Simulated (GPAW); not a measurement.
# Work function of Cr2CS2 MXene monolayer at several levels, part 2 of 2

How far do functional and basis move the work function of Cr2CS2 MXene monolayer?

GPAW 26.7.0; GPAW, PAW setups; layer in a repeated cell with vacuum, relaxation of atoms and in-plane cell (the session's first sound run).

So far, upper work function (eV): step 3 (plane waves, PBE) 5.46; step 5 (LDA) 5.69; step 6 (GPAW, PAW setups) 5.90; step 7 (RPBE) 5.38; step 8 (revPBE) 5.37.

## Step 9: Real-space grid: mode = "fd"

A real-space grid is a second complete basis, so it checks the plane-wave result.

run.py reads:

```python
import json
import numpy as np
from ase import Atoms
from gpaw import GPAW

slab = Atoms(
    ['S', 'Cr', 'C', 'Cr', 'S'],
    positions=[
        [-0.00000, 1.76398, 9.00000],
        [1.52766, 0.88200, 10.52969],
        [0.00000, 0.00000, 11.57658],
        [-0.00000, 1.76398, 12.62346],
        [1.52766, 0.88200, 14.15315]],
    cell=[[3.05532, -0.0, 0.0], [-1.52766, 2.64598, 0.0], [0.0, 0.0, 23.1532]],
    pbc=[True, True, False],
    magmoms=[0.0, 2.0, 0.0, 2.0, 0.0])

slab.calc = GPAW(mode='fd', h=0.18, xc='PBE', kpts={'size': (12, 12, 1), 'gamma': True},
                 occupations={'name': 'fermi-dirac', 'width': 0.05}, nbands='160%',
                 convergence={'density': 1e-05}, maxiter=200,
                 poissonsolver={'dipolelayer': 'xy'},
                 symmetry={'tolerance': 1e-3}, txt='slab.txt')
result = {}
energy = slab.get_potential_energy()
fermi = slab.calc.get_fermi_level()
v = slab.calc.get_electrostatic_potential().mean((0, 1)) - fermi
n = slab.calc.get_pseudo_density().mean((0, 1))
L = slab.cell[2, 2]
z = np.arange(len(v)) * L / len(v)
low, high = slab.positions[:, 2].min(), slab.positions[:, 2].max()
below, above = np.interp([low - 6.8, high + 6.8], z, v)
slopes = [np.interp(x, z, np.gradient(v, z)) for x in (low - 6.8, high + 6.8)]
eps = np.array([[slab.calc.get_eigenvalues(k, s) for k in range(len(slab.calc.get_ibz_k_points()))]
                for s in range(slab.calc.get_number_of_spins())]) - fermi
top, bottom = eps[eps < 0].max(), eps[eps > 0].min()
dipole = slab.get_dipole_moment()[2]
print(f'energy {energy:.4f} eV, Fermi level {fermi:.4f} eV, dipole {dipole:.5f} e A')
print(f'potential 6.8 A off the faces, from the Fermi level: lower {below:.4f} eV, upper {above:.4f} eV')
print(f'slope of the potential there: lower {slopes[0]:.5f}, upper {slopes[1]:.5f} eV/A')
print(f'nearest levels on the mesh: {top:.4f} and {bottom:.4f} eV')
print('magnetic moment', round(slab.get_magnetic_moment(), 3))
result.update(energy=energy, fermi=fermi, dipole=dipole, below=below, above=above, slopes=slopes, edges=[top, bottom],
              z=z.tolist(), v=v.tolist(), n=n.tolist(), positions=slab.positions.tolist(),
              forces=slab.get_forces(apply_constraint=False).tolist(), moments=slab.get_magnetic_moments().tolist())
json.dump(result, open('result.json', 'w'))
```

Launch:

```bash
$ OMP_NUM_THREADS=1 OPENBLAS_NUM_THREADS=1 python run.py
```

Run time: 14 min. Hardware: 1 thread of Intel Xeon Platinum 8259CL at 2.50GHz (Skylake/Cascade Lake), shared host; peak memory 0.85 GiB.

Numbers from this step:

```
dipole along the normal                    : -6.02e-4 e·Å
levels nearest the Fermi level on the mesh : -0.08691, 0.01142 eV from the Fermi level
upper work function                        : 5.463 eV
lower work function                        : 5.449 eV
site moments                               : -0.06807, 1.190, -0.06821, 1.190, -0.06807 μB
sum of the site moments                    : 2.177 μB
```

The upper face's work function is 5.463 eV, against 5.461 eV in the first plane-wave PBE run at this geometry.

## Step 10: Atomic orbitals: mode = "lcao"

Atom-centred orbitals end a few angstrom from the surface, which tests how much the density's tail matters.

run.py, as its differences from that of step 9:

```diff
@@ -17,4 +17,4 @@
 
-slab.calc = GPAW(mode='fd', h=0.18, xc='PBE', kpts={'size': (12, 12, 1), 'gamma': True},
-                 occupations={'name': 'fermi-dirac', 'width': 0.05}, nbands='160%',
+slab.calc = GPAW(mode='lcao', basis='dzp', h=0.18, xc='PBE', kpts={'size': (12, 12, 1), 'gamma': True},
+                 occupations={'name': 'fermi-dirac', 'width': 0.05}, nbands='120%',
                  convergence={'density': 1e-05}, maxiter=200,
```

Wall time 9.8 min (1 thread); peak memory 0.32 GiB.

This step gave:

| Property | Result |
| --- | --- |
| dipole along the normal | -6.05e-4 e·Å |
| levels nearest the Fermi level on the mesh | -0.1079, 0.003624 eV from the Fermi level |
| upper work function | 5.299 eV |
| lower work function | 5.284 eV |
| site moments | -0.07143, 1.190, -0.07305, 1.190, -0.07143 μB |
| sum of the site moments | 2.164 μB |

The upper face's work function is 5.299 eV, against 5.461 eV in the first plane-wave PBE run at this geometry.

## Step 11: Cost and result by level

Times are for 1 thread of Intel Xeon Platinum 8259CL at 2.50GHz (Skylake/Cascade Lake), shared host. The runs compared:

```csv
no.,run,upper work function (eV),lower work function (eV),time,memory (GiB)
1,pw,5.461,5.447,1.8 min,0.31
2,optPBE vdW,5.717,5.702,2.2 min,0.48
3,LDA,5.693,5.678,2.5 min,0.3
4,vdW DF2,5.896,5.882,2.4 min,0.48
5,RPBE,5.380,5.365,1.8 min,0.31
6,revPBE,5.373,5.359,2.1 min,0.31
7,fd,5.463,5.449,14 min,0.85
8,lcao,5.299,5.284,9.8 min,0.32
```

## Step 12: Side by side

Results and costs are gathered.

This step: comparison of work functions, dipole and cost (GPAW 26.7.0).

Ladder, by row:

```csv
step,code,"work function, upper (eV)","work function, lower (eV)",dipole (e Å),wall time (s),peak memory (GiB),threads
pw,GPAW,5.461,5.447,-3.41e-4,107.7,0.31,1
optPBE-vdW,GPAW,5.717,5.702,-3.40e-4,129.3,0.48,1
LDA,GPAW,5.693,5.678,-3.34e-4,152.4,0.3,1
vdW-DF2,GPAW,5.896,5.882,-3.39e-4,146.6,0.48,1
RPBE,GPAW,5.38,5.365,-3.42e-4,110.1,0.31,1
revPBE,GPAW,5.373,5.359,-3.42e-4,128.9,0.31,1
fd,GPAW,5.463,5.449,-6.02e-4,824.2,0.85,1
lcao,GPAW,5.299,5.284,-6.05e-4,589.3,0.32,1
```

## Step 13: Results

```
work function, upper and lower face : 5.461 and 5.447 eV
dipole along the normal             : -3.4e-4 e Å, near the numerical noise
```

In words: With plane waves and PBE the work function is 5.46 eV on the upper face and 5.45 eV on the lower. Over the sound runs of the table the upper face's work function spans 5.299 (lcao) to 5.896 eV (vdW-DF2). Atomic orbitals miss the plane-wave value by -0.16 eV, since they describe the tail of the density in the vacuum poorly. The starting lattice was a guess from atomic radii; the relaxation moved it by 8 %. The small printed dipole stands for a step of 7.6 meV from the lower to the upper face, and the probes find 14 meV; values this small are near the numerical noise of both. One magnetic start was tried; another order may lie lower. The layer's cell and atoms come from the relaxation; spin-orbit coupling and temperature are left out.

[Logs are printed without paths, hosts, clocks, repeated set-up lines and the standing remarks that a program may print on its own settings, such as how far it seeks lower states.]

[Hosts, paths, dates, database ids (printed as entryN), source tags and the programs' standing remarks are cut or masked in the printed files.]
